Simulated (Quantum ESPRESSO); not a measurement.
# Constrained canting in CoO, part 2 of 3

Wanted: bilinear and biquadratic couplings of CoO from constrained non-collinear runs.

Quantum ESPRESSO 7.5; LDA with U = 3.5 eV on Co d (ortho-atomic projectors); plane waves with GBRV 1.5 LDA potentials, no spin-orbit coupling.

So far, largest spin moment in the atom's sphere (μB): step 2 (the collinear order that defines the sublattices) 2.50; step 3 (ferromagnetic, Kohn–Sham states 35, start moments [3.0, 3.0 …) 2.52.

## (4) Angle 0°, no penalty

The two sets tilt by half the angle to either side of z. A collinear state is stationary and needs no penalty.

The input, pw.in:

```
&CONTROL
  calculation = 'scf'
  prefix = 'pwscf'
  outdir = './tmp'
  pseudo_dir = './pseudo'
  disk_io = 'nowf'
/
&SYSTEM
  ibrav = 0
  celldm(1) = 8
  nat = 4
  ntyp = 2
  ecutwfc = 34
  ecutrho = 238
  nbnd = 64
  occupations = 'smearing'
  smearing = 'fd'
  degauss = 0.00999582
  noncolin = .true.
  starting_magnetization(1) = 0.1471
  angle1(1) = 0
  angle2(1) = 0
  starting_magnetization(2) = 0
  nosym = .true.
/
&ELECTRONS
  conv_thr = 4d-08
  electron_maxstep = 150
  mixing_beta = 0.3
/
ATOMIC_SPECIES
Co     58.9332 co_lda_v1.2.uspp.F.UPF
O      15.9990 o_lda_v1.2.uspp.F.UPF
CELL_PARAMETERS alat
   0.0000000000000    0.5034939043300    0.5034939043300
   0.5034939043300    0.0000000000000    0.5034939043300
   1.0069878086600    1.0069878086600    0.0000000000000
ATOMIC_POSITIONS crystal
Co      0.0000000000    0.0000000000    0.0000000000
Co      0.0000000000    0.0000000000    0.5000000000
O       0.5000000000    0.5000000000    0.2500000000
O       0.5000000000    0.5000000000    0.7500000000
K_POINTS automatic
6 6 3 0 0 0
HUBBARD {ortho-atomic}
U Co-3d 3.5000
```

On the command line:

```bash
$ OMP_NUM_THREADS=1 mpirun -n 4 pw.x -nk 4 -in pw.in > pw.out
```

The log of the run:

```text
[banner, memory and clock lines left out]
Program PWSCF v.7.5 starts

     Found identity + (  0.0000 -0.0000 -0.5000) symmetry
     This is a supercell, fractional translations are disabled

     bravais-lattice index     =            0
     lattice parameter (alat)  =       8.0000  a.u.
     unit-cell volume          =     261.4042 (a.u.)^3
     number of atoms/cell      =            4
     number of atomic types    =            2
     number of electrons       =        46.00
     number of Kohn-Sham states=           64
     kinetic-energy cutoff     =      34.0000  Ry
     charge density cutoff     =     238.0000  Ry
     scf convergence threshold =      4.0E-08
     mixing beta               =       0.3000
     number of iterations used =            8  plain     mixing
     Exchange-correlation= SLA  PZ   NOGX NOGC
                           (   1   1   0   0   0   0   0)
     Noncollinear calculation without spin-orbit

     Hubbard projectors: ortho-atomic
     Hubbard parameters of DFT+U (Dudarev formulation) in eV:
     U(Co-3d) =  3.5000

     Internal variables: lda_plus_u =T, lda_plus_u_kind = 0

     Internal variables: orbital_resolved =F, hub_pot_fix =F, apply_U = F

     [... lines left out ...]
     PseudoPot. # 1 for Co read from file:
     co_lda_v1.2.uspp.F.UPF
     Pseudo is Ultrasoft + core correction, Zval = 17.0

     PseudoPot. # 2 for O  read from file:
     o_lda_v1.2.uspp.F.UPF
     Pseudo is Ultrasoft + core correction, Zval =  6.0

     atomic species   valence    mass     pseudopotential
     Co               17.00    58.93320     Co( 1.00)
     O                 6.00    15.99900     O ( 1.00)

     No symmetry found

   Cartesian axes

     site n.     atom                  positions (alat units)
         1        Co     tau(   1) = (   0.0000000   0.0000000   0.0000000  )
         2        Co     tau(   2) = (   0.5034939   0.5034939   0.0000000  )
         3        O      tau(   3) = (   0.5034939   0.5034939   0.5034939  )
         4        O      tau(   4) = (   1.0069878   1.0069878   0.5034939  )

     number of k points=   108  Fermi-Dirac smearing, width (Ry)=  0.0100

     Number of k-points >= 100: set verbosity='high' to print them.

     Dense  grid:    16077 G-vectors     FFT dimensions: (  27,  27,  60)

     Smooth grid:     6977 G-vectors     FFT dimensions: (  24,  24,  45)

     Check: negative core charge=   -0.000023
     Generating pointlists ...
     new r_m :   0.2077 (alat units)  1.6615 (a.u.) for type    1
     new r_m :   0.2077 (alat units)  1.6615 (a.u.) for type    2

     Initial potential from superposition of free atoms

     starting charge      44.0000, renormalised to      46.0000

     STARTING HUBBARD OCCUPATIONS:

     ================= HUBBARD OCCUPATIONS ================
     ------------------------ ATOM    1 ------------------------
     Tr[ns(  1)] (up, down, total) =   5.00000  2.00000  7.00000
     [... lines left out ...]
     Atomic magnetic moment mx, my, mz =     0.000000    0.000000    3.000000
     ------------------------ ATOM    2 ------------------------
     Tr[ns(  2)] (up, down, total) =   5.00000  2.00000  7.00000
     [... lines left out ...]
     Atomic magnetic moment mx, my, mz =     0.000000    0.000000    3.000000

     Number of occupied Hubbard levels =   14.0000

     atom number    1 relative position :    0.0000   0.0000   0.0000
     charge :    15.177808  (integrated on a sphere of radius 0.208)
     magnetization :          0.000000    0.000000    2.218023
     magnetization/charge:    0.000000    0.000000    0.146136
     polar coord.: r, theta, phi [deg] :     2.218023    0.000000  360.000000

     atom number    2 relative position :    0.5035   0.5035   0.0000
     charge :    15.177808  (integrated on a sphere of radius 0.208)
     magnetization :          0.000000    0.000000    2.218023
     magnetization/charge:    0.000000    0.000000    0.146136
     polar coord.: r, theta, phi [deg] :     2.218023    0.000000  360.000000

     atom number    3 relative position :    0.5035   0.5035   0.5035
     charge :     5.499644  (integrated on a sphere of radius 0.208)
     magnetization :          0.000000    0.000000    0.032304
     magnetization/charge:    0.000000    0.000000    0.005874
     polar coord.: r, theta, phi [deg] :     0.032304    0.000000  360.000000

     atom number    4 relative position :    1.0070   1.0070   0.5035
     charge :     5.499644  (integrated on a sphere of radius 0.208)
     magnetization :          0.000000    0.000000    0.032304
     magnetization/charge:    0.000000    0.000000    0.005874
     polar coord.: r, theta, phi [deg] :     0.032304    0.000000  360.000000

     Atomic wfc used for Hubbard projectors are orthogonalized

     Starting wfcs are   68 randomized atomic wfcs

     Self-consistent Calculation

     iteration #  1     ecut=    34.00 Ry     beta= 0.30
     Davidson diagonalization with overlap
     ethr =  1.00E-02,  avg # of iterations =  3.1

     ================= HUBBARD OCCUPATIONS ================
     ------------------------ ATOM    1 ------------------------
     Tr[ns(  1)] (up, down, total) =   4.61426  1.00500  5.61926
     [... lines left out ...]
     Atomic magnetic moment mx, my, mz =     0.000000   -0.000000    3.609262
     ------------------------ ATOM    2 ------------------------
     Tr[ns(  2)] (up, down, total) =   4.61425  1.00505  5.61930
     [... lines left out ...]
     Atomic magnetic moment mx, my, mz =     0.000000    0.000000    3.609198

     Number of occupied Hubbard levels =   11.2386

     total energy              =    -657.32746613 Ry
     estimated scf accuracy    <      11.90171400 Ry

     total magnetization       =     0.00    -0.00     7.08 Bohr mag/cell
     absolute magnetization    =     7.26 Bohr mag/cell

     [... further iterations left out ...]

     iteration # 27     ecut=    34.00 Ry     beta= 0.30
     Davidson diagonalization with overlap
     ethr =  1.87E-10,  avg # of iterations =  1.0

     atom number    1 relative position :    0.0000   0.0000   0.0000
     charge :    14.608737  (integrated on a sphere of radius 0.208)
     magnetization :          0.000000   -0.000000    2.523321
     magnetization/charge:    0.000000   -0.000000    0.172727
     polar coord.: r, theta, phi [deg] :     2.523321    0.000000  360.000000

     atom number    2 relative position :    0.5035   0.5035   0.0000
     charge :    14.608806  (integrated on a sphere of radius 0.208)
     magnetization :         -0.000000    0.000000    2.523255
     magnetization/charge:   -0.000000    0.000000    0.172722
     polar coord.: r, theta, phi [deg] :     2.523255    0.000000  360.000000

     atom number    3 relative position :    0.5035   0.5035   0.5035
     charge :     5.742436  (integrated on a sphere of radius 0.208)
     magnetization :          0.000000    0.000000    0.250629
     magnetization/charge:    0.000000    0.000000    0.043645
     polar coord.: r, theta, phi [deg] :     0.250629    0.000000  360.000000

     atom number    4 relative position :    1.0070   1.0070   0.5035
     charge :     5.742432  (integrated on a sphere of radius 0.208)
     magnetization :          0.000000   -0.000000    0.250629
     magnetization/charge:    0.000000   -0.000000    0.043645
     polar coord.: r, theta, phi [deg] :     0.250629    0.000000  360.000000

     End of self-consistent calculation

     ================= HUBBARD OCCUPATIONS ================
     ------------------------ ATOM    1 ------------------------
     Tr[ns(  1)] (up, down, total) =   4.95394  2.36840  7.32235
     [... lines left out ...]
     Atomic magnetic moment mx, my, mz =     0.000000   -0.000000    2.585543
     ------------------------ ATOM    2 ------------------------
     Tr[ns(  2)] (up, down, total) =   4.95395  2.36848  7.32242
     [... lines left out ...]
     Atomic magnetic moment mx, my, mz =    -0.000000    0.000000    2.585468

     Number of occupied Hubbard levels =   14.6448

     Number of k-points >= 100: set verbosity='high' to print the bands.

     the Fermi energy is    12.8025 ev

!    total energy              =    -660.83469989 Ry
     estimated scf accuracy    <       0.00000002 Ry
     smearing contrib. (-TS)   =      -0.02647360 Ry
     internal energy E=F+TS    =    -660.80822629 Ry

     The total energy is F=E-TS. E is the sum of the following terms:
     one-electron contribution =    -366.11034282 Ry
     hartree contribution      =     209.01351035 Ry
     xc contribution           =     -78.82122211 Ry
     ewald contribution        =    -425.12572346 Ry
     Hubbard energy            =       0.23555176 Ry

     total magnetization       =     0.00     0.00     5.77 Bohr mag/cell
     absolute magnetization    =     5.80 Bohr mag/cell

     convergence has been achieved in  27 iterations
```

It took 2.9 min on 4 MPI ranks of Arm Neoverse V1, shared host; peak memory 0.54 GiB; 12 min of CPU time.

Spin moment in the atom's sphere by atom:

```
atom  x (μB)  y (μB)  z (μB)  size
 Co1    0.00    0.00    2.52  2.52
 Co2    0.00    0.00    2.52  2.52
  O3    0.00    0.00    0.25  0.25
  O4    0.00    0.00    0.25  0.25
```

Numbers from this step:

* smearing term TS: 0.3602 eV
* magnetization: 0, 0, 5.769 μB
* absolute magnetization: 5.803 μB
* final state: ferromagnetic

## (5) Angle 30°, lambda 2 Ry

A penalty pulls the polar angle of each moment to the typed one; its size and its azimuth are free.

pw.in: that of step 4 with these lines changed.

```diff
@@ -11,3 +11,3 @@
   nat = 4
-  ntyp = 2
+  ntyp = 3
   ecutwfc = 34
@@ -20,5 +20,12 @@
   starting_magnetization(1) = 0.1471
-  angle1(1) = 0
+  angle1(1) = 14.999
   angle2(1) = 0
-  starting_magnetization(2) = 0
+  starting_magnetization(2) = 0.1471
+  angle1(2) = 14.999
+  angle2(2) = 180
+  starting_magnetization(3) = 0.04
+  angle1(3) = 0
+  angle2(3) = 0
+  constrained_magnetization = 'atomic direction'
+  lambda = 2
   nosym = .true.
@@ -31,3 +38,4 @@
 ATOMIC_SPECIES
-Co     58.9332 co_lda_v1.2.uspp.F.UPF
+Co1    58.9332 co_lda_v1.2.uspp.F.UPF
+Co2    58.9332 co_lda_v1.2.uspp.F.UPF
 O      15.9990 o_lda_v1.2.uspp.F.UPF
@@ -38,4 +46,4 @@
 ATOMIC_POSITIONS crystal
-Co      0.0000000000    0.0000000000    0.0000000000
-Co      0.0000000000    0.0000000000    0.5000000000
+Co1     0.0000000000    0.0000000000    0.0000000000
+Co2     0.0000000000    0.0000000000    0.5000000000
 O       0.5000000000    0.5000000000    0.2500000000
@@ -45,2 +53,3 @@
 HUBBARD {ortho-atomic}
-U Co-3d 3.5000
+U Co1-3d 3.5000
+U Co2-3d 3.5000
```

The log of the run:

```text
     [... lines left out ...]
Program PWSCF v.7.5 starts
     [... lines left out ...]
     number of atoms/cell      =            4
     [... lines left out ...]
     number of electrons       =        46.00
     number of Kohn-Sham states=           64
     kinetic-energy cutoff     =      34.0000  Ry
     charge density cutoff     =     238.0000  Ry
     scf convergence threshold =      4.0E-08
     [... lines left out ...]
     Noncollinear calculation without spin-orbit
     [... lines left out ...]
     No symmetry found
     [... lines left out ...]
     number of k points=   108  Fermi-Dirac smearing, width (Ry)=  0.0100
     [... lines left out ...]
     iteration # 58     ecut=    34.00 Ry     beta= 0.30
     [... lines left out ...]
     constraint energy (Ry) =      0.00001880
     atom number    1 relative position :    0.0000   0.0000   0.0000
     [... lines left out ...]
     magnetization :          0.676560   -0.000002    2.444285
     [... lines left out ...]
     atom number    2 relative position :    0.5035   0.5035   0.0000
     [... lines left out ...]
     magnetization :         -0.676566    0.000002    2.444313
     [... lines left out ...]
     atom number    3 relative position :    0.5035   0.5035   0.5035
     [... lines left out ...]
     magnetization :         -0.000000    0.000000    0.252495
     [... lines left out ...]
     atom number    4 relative position :    1.0070   1.0070   0.5035
     [... lines left out ...]
     magnetization :         -0.000000    0.000000    0.252496
     [... lines left out ...]
     Tr[ns(  1)] (up, down, total) =   4.91123  2.40795  7.31918
     [... lines left out ...]
     Tr[ns(  2)] (up, down, total) =   4.91123  2.40791  7.31915
     [... lines left out ...]
     the Fermi energy is    12.8072 ev
!    total energy              =    -660.83528684 Ry
     estimated scf accuracy    <       0.00000003 Ry
     smearing contrib. (-TS)   =      -0.02612367 Ry
     [... lines left out ...]
     total magnetization       =    -0.00    -0.00     5.61 Bohr mag/cell
     absolute magnetization    =     5.84 Bohr mag/cell
     [... lines left out ...]
     convergence has been achieved in  58 iterations
```

Elapsed: 6 min, on 4 MPI ranks; peak memory 0.55 GiB; 24 min of CPU time.

Spin moment in the atom's sphere by atom:

```
atom  x (μB)  y (μB)  z (μB)  size
 Co1    0.68    0.00    2.44  2.54
 Co2   -0.68    0.00    2.44  2.54
  O3    0.00    0.00    0.25  0.25
  O4    0.00    0.00    0.25  0.25
```

This step gave:

```yaml
smearing_term_ts: 0.3554 eV
magnetization: 0, 0, 5.606 μB
absolute_magnetization: 5.835 μB
penalty_energy: 0.2558 meV
final_state: non-collinear
```

[end of part 2 of 3]

[Logs and program files are shortened in this print: banners, set-up blocks, solver, clock and traceback lines can be left out without a mark of their own.]

[Logs are printed without paths, hosts, clocks, repeated set-up lines and the standing remarks that a program may print on its own settings, such as how far it seeks lower states.]

[Hosts, paths, dates, database ids (printed as entryN), source tags and the programs' standing remarks are cut or masked in the printed files.]

[Where a cell is said to come from a database of computed structures, the database is the Materials Project.]
